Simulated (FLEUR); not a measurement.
# GdRh2: parallel and opposed starts, part 2 of 2

Aim: find out whether GdRh2 carries moments, and which collinear order costs least.

FLEUR MaX-R8.1; LDA (VWN) with U = 4.02 eV, J = 0.7 eV on Gd f; all-electron FLAPW, Dirac cores, scalar-relativistic bands.

So far. Step 2 (Run 1 (ferro ++)): After 20 cycles the largest moment stands at 7.10 μB.

### Step 3. Order 2, typed as antiferro +-

Another pattern of signs weighs the neighbour shells otherwise.

inp.xml reads:

```
<?xml version="1.0" encoding="UTF-8" standalone="no"?>
<fleurInput fleurInputVersion="0.39">
   <comment>
      GdRh2
   </comment>
   <calculationSetup>
      <cutoffs Kmax="3.6" Gmax="10.8" GmaxXC="10.8" numbands="0"/>
      <scfLoop itmax="130" minDistance="0.0001" maxIterBroyd="15" imix="Anderson" alpha="0.05" precondParam="0.0" spinf="2.0" sdNocoIR="T"/>
      <coreElectrons ctail="T" frcor="F" kcrel="0" coretail_lmax="0"/>
      <xcFunctional name="vwn" relativisticCorrections="F"/>
      <magnetism jspins="2"/>
      <soc l_soc="F" theta="0.0" phi="0.0" spav="F"/>
      <expertModes spex="0" secvar="F"/>
      <geometryOptimization l_f="F" forcealpha="1.0" forcemix="BFGS" epsdisp="0.00001" epsforce="0.00001"/>
      <ldaU l_linMix="F" mixParam="0.05" spinf="1.0"/>
   </calculationSetup>
   <cell>
      <bzIntegration valenceElectrons="96.0" mode="hist" fermiSmearingEnergy="0.00293995">
         <kPointListSelection listName="default-1"/>
         <xi:include xmlns:xi="http://www.w3.org/2001/XInclude" href="kpts.xml"> </xi:include>
      </bzIntegration>
      <xi:include xmlns:xi="http://www.w3.org/2001/XInclude" href="sym.xml"> </xi:include>
      <bulkLattice scale="1.0">
         <bravaisMatrix>
            <row-1>    0.0000000000000000     7.1160836199329598     7.1160836199329598</row-1>
            <row-2>    7.1160836199329598     0.0000000000000000     7.1160836199329598</row-2>
            <row-3>    7.1160836199329598     7.1160836199329598     0.0000000000000000</row-3>
         </bravaisMatrix>
      </bulkLattice>
   </cell>
   <atomSpecies>
      <species name="Gadolinium7.000" element="Gd" atomicNumber="64">
         <mtSphere radius="2.8" gridPoints="925" logIncrement="0.014"/>
         <atomicCutoffs lmax="10" lnonsphr="8"/>
         <electronConfig flipSpins="F">
            <coreConfig>(1s1/2) (2s1/2) (2p1/2) (2p3/2) (3s1/2) (3p1/2) (3p3/2) (4s1/2) (3d3/2) (3d5/2) (4p1/2) (4p3/2) (4d3/2) (4d5/2)</coreConfig>
            <valenceConfig>(5s1/2) (5p1/2) (5p3/2) (6s1/2) (4f5/2) (4f7/2) (5d3/2) (5d5/2)</valenceConfig>
            <stateOccupation state="(4f5/2)" spinUp="2.5" spinDown="0.5"/>
            <stateOccupation state="(4f7/2)" spinUp="4.0" spinDown="0.0"/>
            <stateOccupation state="(5d3/2)" spinUp="0.4" spinDown="0.0"/>
            <stateOccupation state="(5d5/2)" spinUp="0.6" spinDown="0.0"/>
         </electronConfig>
         <energyParameters s="6" p="6" d="5" f="4"/>
         <ldaU l="3" U="4.02" J="0.7" l_amf="F"/>
         <lo type="SCLO" l="0" n="5" eDeriv="0"/>
         <lo type="SCLO" l="1" n="5" eDeriv="0"/>
      </species>
      <species name="Gadolinium-7.000" element="Gd" atomicNumber="64">
         <mtSphere radius="2.8" gridPoints="925" logIncrement="0.014"/>
         <atomicCutoffs lmax="10" lnonsphr="8"/>
         <electronConfig flipSpins="F">
            <coreConfig>(1s1/2) (2s1/2) (2p1/2) (2p3/2) (3s1/2) (3p1/2) (3p3/2) (4s1/2) (3d3/2) (3d5/2) (4p1/2) (4p3/2) (4d3/2) (4d5/2)</coreConfig>
            <valenceConfig>(5s1/2) (5p1/2) (5p3/2) (6s1/2) (4f5/2) (4f7/2) (5d3/2) (5d5/2)</valenceConfig>
            <stateOccupation state="(4f5/2)" spinUp="0.5" spinDown="2.5"/>
            <stateOccupation state="(4f7/2)" spinUp="0.0" spinDown="4.0"/>
            <stateOccupation state="(5d3/2)" spinUp="0.0" spinDown="0.4"/>
            <stateOccupation state="(5d5/2)" spinUp="0.0" spinDown="0.6"/>
         </electronConfig>
         <energyParameters s="6" p="6" d="5" f="4"/>
         <ldaU l="3" U="4.02" J="0.7" l_amf="F"/>
         <lo type="SCLO" l="0" n="5" eDeriv="0"/>
         <lo type="SCLO" l="1" n="5" eDeriv="0"/>
      </species>
      <species name="Rhodium (Rh)" element="Rh" atomicNumber="45">
         <mtSphere radius="2.45" gridPoints="811" logIncrement="0.016"/>
         <atomicCutoffs lmax="10" lnonsphr="8"/>
         <electronConfig flipSpins="F">
            <coreConfig>(1s1/2) (2s1/2) (2p1/2) (2p3/2) (3s1/2) (3p1/2) (3p3/2) (4s1/2) (3d3/2) (3d5/2)</coreConfig>
            <valenceConfig>(4p1/2) (4p3/2) (5s1/2) (4d3/2) (4d5/2)</valenceConfig>
            <stateOccupation state="(5s1/2)" spinUp="0.500000" spinDown="0.500000"/>
            <stateOccupation state="(4d3/2)" spinUp="1.600000" spinDown="1.600000"/>
            <stateOccupation state="(4d5/2)" spinUp="2.400000" spinDown="2.400000"/>
         </electronConfig>
         <energyParameters s="5" p="5" d="4" f="4"/>
         <lo type="SCLO" l="1" n="4" eDeriv="0"/>
      </species>
   </atomSpecies>
   <atomGroups>
      <atomGroup species="Gadolinium7.000">
         <relPos label="                   1">-1.000/4.000 -1.000/4.000 -1.000/4.000</relPos>
         <force calculate="T" relaxXYZ="TTT"/>
      </atomGroup>
      <atomGroup species="Gadolinium-7.000">
         <relPos label="                   2">1.000/2.000 1.000/2.000 1.000/2.000</relPos>
         <force calculate="T" relaxXYZ="TTT"/>
      </atomGroup>
      <atomGroup species="Rhodium (Rh)">
         <relPos label="                   3">1.000/8.000 1.000/8.000 -3.000/8.000</relPos>
         <relPos label="                   4">1.000/8.000 -3.000/8.000 1.000/8.000</relPos>
         <relPos label="                   5">1.000/8.000 1.000/8.000 1.000/8.000</relPos>
         <relPos label="                   6">-3.000/8.000 1.000/8.000 1.000/8.000</relPos>
         <force calculate="T" relaxXYZ="TTT"/>
      </atomGroup>
   </atomGroups>
   <output dos="F" band="F" slice="F">
      <bandDOS minEnergy="-.5*Htr" maxEnergy="0.5*Htr" sigma="0.015" storeEVData="T"/>
      <plotting iplot="0" polar="F">
         <plot TwoD="T" vec1="  1.0  0.0  0.0" vec2="  0.0  1.0  0.0" vec3="  0.0  0.0  1.0" zero="  0.0  0.0  0.0" file="plot"/>
      </plotting>
      <moessbauerParams electricFieldGradient="F" isomerShift="F" coreHyperfine="F" valenceHyperfine="F"/>
   </output>
</fleurInput>
```

crystal.txt reads:

```
GdRh2
&input film=F cartesian=F /
0.00000000000  3.76566928260  3.76566928260
3.76566928260  0.00000000000  3.76566928260
3.76566928260  3.76566928260  0.00000000000
1.8897261246
1.0 1.0 1.0

6
64 0.75000000000  0.75000000000  0.75000000000 : 7.000
64 0.50000000000  0.50000000000  0.50000000000 : -7.000
45 0.12500000000  0.12500000000  0.62500000000
45 0.12500000000  0.62500000000  0.12500000000
45 0.12500000000  0.12500000000  0.12500000000
45 0.62500000000  0.12500000000  0.12500000000

&kpt div1=6 div2=6 div3=6 gamma=T /
```

Command:

```sh
OMP_NUM_THREADS=1 inpgen -f crystal.txt > inpgen.log  # inp.xml is then edited as shown
OMP_NUM_THREADS=1 mpirun -n 4 fleur_MPI > fleur.log
```

Output:

```text
[banner, memory and clock lines left out]
Welcome to FLEUR        (www.flapw.de)
      MaX-Release 8.1          (www.max-centre.eu)

 ========== k-point set info ==========
 Selected k-point list: default-1
 k-point list type: mesh
 6 x 6 x 6
 Number of k points: 16

 ------------Calculation Setup---------------------------
 Number of PE/node        :            4
 Number of OMP-threads    :            1
 k-points in parallel     :            4
 pe's per k-point         :            1
 No of k-point loops      :            4
 Eigenvalue solver        :       lapack
 Number of basis functions:          624
 Approximate size of matrices (H+S) per k-point:         0.012 GB
 Iteration:     1   Distance:      19.91910660 me/bohr^3
 Iteration:     2   Distance:      19.11573179 me/bohr^3
 Iteration:     3   Distance:      14.38574983 me/bohr^3
 Iteration:     4   Distance:       5.36981969 me/bohr^3
 Iteration:     5   Distance:       4.55072195 me/bohr^3
 Iteration:     6   Distance:       1.99668451 me/bohr^3
 Iteration:     7   Distance:       1.42061841 me/bohr^3
 Iteration:     8   Distance:       1.18483260 me/bohr^3
 Iteration:     9   Distance:       0.33480964 me/bohr^3
 Iteration:    10   Distance:       0.09993143 me/bohr^3
 Iteration:    11   Distance:       0.04450896 me/bohr^3
 Iteration:    12   Distance:       0.01445364 me/bohr^3
 Iteration:    13   Distance:       0.00969070 me/bohr^3
 Iteration:    14   Distance:       0.00116872 me/bohr^3
 Iteration:    15   Distance:       0.00050468 me/bohr^3
 Iteration:    16   Distance:       0.00040649 me/bohr^3
 Iteration:    17   Distance:       0.00033174 me/bohr^3
 Iteration:    18   Distance:       0.00011281 me/bohr^3
 Iteration:    19   Distance:       0.00004808 me/bohr^3

 ********************************************************************
 Run finished successfully
 Stop message:
   all done
 ********************************************************************

--- out.xml (last complete iteration) ---
<iteration numberForCurrentRun="   19" overallNumber="   19">
         [... left out ...]
         <bandgap value="0.0261993266" units="eV"/>
         <sumValenceSingleParticleEnergies value="-23.3710575999" units="Htr"/>
         <FermiEnergy value="0.4165044130" units="Htr"/>
         <valenceDensity>
            <mtCharges spin="1">
               <mtCharge atomType="1" total="11.6152997" s="1.1086295" p="3.0027177" d="0.5219386" f="6.9751142"/>
               <mtCharge atomType="2" total="4.5596963" s="1.0982804" p="2.9764579" d="0.4018005" f="0.0761491"/>
               <mtCharge atomType="3" total="6.8725052" s="0.2087442" p="3.1316896" d="3.5085109" f="0.0180917"/>
            </mtCharges>
            <mtCharges spin="2">
               <mtCharge atomType="1" total="4.5596963" s="1.0982804" p="2.9764579" d="0.4018005" f="0.0761491"/>
               <mtCharge atomType="2" total="11.6152997" s="1.1086295" p="3.0027177" d="0.5219386" f="6.9751142"/>
               <mtCharge atomType="3" total="6.8725053" s="0.2087442" p="3.1316896" d="3.5085109" f="0.0180917"/>
            </mtCharges>
            <spinDependentCharge spin="1" total="48.0000000" interstitial="4.3349830" mtSpheres="43.6650170"/>
            <spinDependentCharge spin="2" total="48.0000000" interstitial="4.3349830" mtSpheres="43.6650170"/>
            <totalCharge value="96.0000000000"/>
         </valenceDensity>
         [... left out ...]
         <magneticMomentsInMTSpheres units="muBohr">
            <globalMagMoment atomType="1" vec="0.00000   0.00000   7.05560"/>
            <localMagMoment atomType="1" vec="0.00000   0.00000   7.05560"/>
            <globalMagMoment atomType="2" vec="0.00000   0.00000  -7.05560"/>
            <localMagMoment atomType="2" vec="0.00000   0.00000  -7.05560"/>
            <globalMagMoment atomType="3" vec="0.00000   0.00000   0.00000"/>
            <localMagMoment atomType="3" vec="0.00000   0.00000   0.00000"/>
         </magneticMomentsInMTSpheres>
         [... left out ...]
         <totalEnergy value="   -41669.0906377148" units="Htr">
            <sumOfEigenvalues value="   -25260.7720638998">
               <coreElectrons value="-25237.4010062998"/>
               <valenceElectrons value="-23.3710575999"/>
            </sumOfEigenvalues>
            <densityCoulombPotentialIntegral value="-68412.7596463615"/>
            <densityEffectivePotentialIntegral value="-69769.7984364052"/>
            <chargeDenXCDenIntegral value="-1023.1737902966"/>
            <FockExchangeEnergyValence value="0.0000000000"/>
            <FockExchangeEnergyCore value="0.0000000000"/>
         [... left out ...]
            <dftUCorrection value="-0.8480980048"/>
            <tkbTimesEntropy value="0.0026246022"/>
            <freeEnergy value="-41669.0932623170"/>
            <extrapolationTo0K value="-41669.0919500159"/>
         </totalEnergy>
         [... left out ...]
         <ldaUDensityMatrixConvergence>
            <distance spin="1" distance="0.000000"/>
            <distance spin="2" distance="0.000000"/>
         </ldaUDensityMatrixConvergence>
         <densityConvergence units="me/bohr^3">
            <chargeDensity spin="1" distance="0.0000324605"/>
            <chargeDensity spin="2" distance="0.0000324775"/>
            <overallChargeDensity distance="0.0000436532"/>
            <spinDensity distance="0.0000480764"/>
         </densityConvergence>
      </iteration>
```

Elapsed: 50 s, on 4 MPI ranks of Intel Xeon 6975P-C (Granite Rapids), shared host; peak memory 0.4 GiB; 3.3 min of CPU time.

Spin moment in the muffin-tin sphere by atom:

| atom | spin moment in the muffin-tin sphere (μB) |
| --- | --- |
| Gd1 | 7.06 |
| Gd2 | -7.06 |
| Rh3 | 0.00 |
| Rh4 | 0.00 |
| Rh5 | 0.00 |
| Rh6 | 0.00 |

This step gave:

* free energy: -1133873.7913 eV
* program's band gap on this mesh (in a metal only a level spacing): 0.02620 eV
* magnetization: 0 μB
* final state: antiferromagnetic

It lies 11.5 meV a seeded atom over the first start, and its largest moment is 7.06 μB against 7.10 μB.

### Step 4. Energies of the orders

Free energies are divided by the number of seeded atoms.

Orders:

| start | final state | typed order kept | energy over the lowest (meV a seeded atom) | largest sphere moment (μB) | net moment (μB a primitive cell) | mesh matched | CPU time (s) |
| --- | --- | --- | --- | --- | --- | --- | --- |
| ferro ++ | ferromagnetic, with opposed induced moments | yes | 0 | 7.095 | 14.15 | yes | 139.9 |
| antiferro +- | antiferromagnetic | yes | 11.48 | 7.056 | 0 | yes | 199.1 |

### Step 5. What came out

```
lowest state found       : ferromagnetic (typed ferro ++)
largest site spin moment : 7.10 μB
next finished state      : antiferromagnetic, 11.5 meV a seeded atom higher
```

**Reading.** The lowest state found is ferromagnetic, reached from the start ferro ++, with moments up to 7.10 μB. The next finished state costs 11 meV a seeded atom. Only 2 starts were tried; other patterns of signs, canted and longer-period orders were not. The f shell is half filled, so the spin-only picture is fair.

[Logs and program files are shortened in this print: banners, set-up blocks, solver, clock and traceback lines can be left out without a mark of their own.]

[Logs are printed without paths, hosts, clocks, repeated set-up lines and the standing remarks that a program may print on its own settings, such as how far it seeks lower states.]

[Hosts, paths, dates, database ids (printed as entryN), source tags and the programs' standing remarks are cut or masked in the printed files.]

[Where a cell is said to come from a database of computed structures, the database is the Materials Project.]
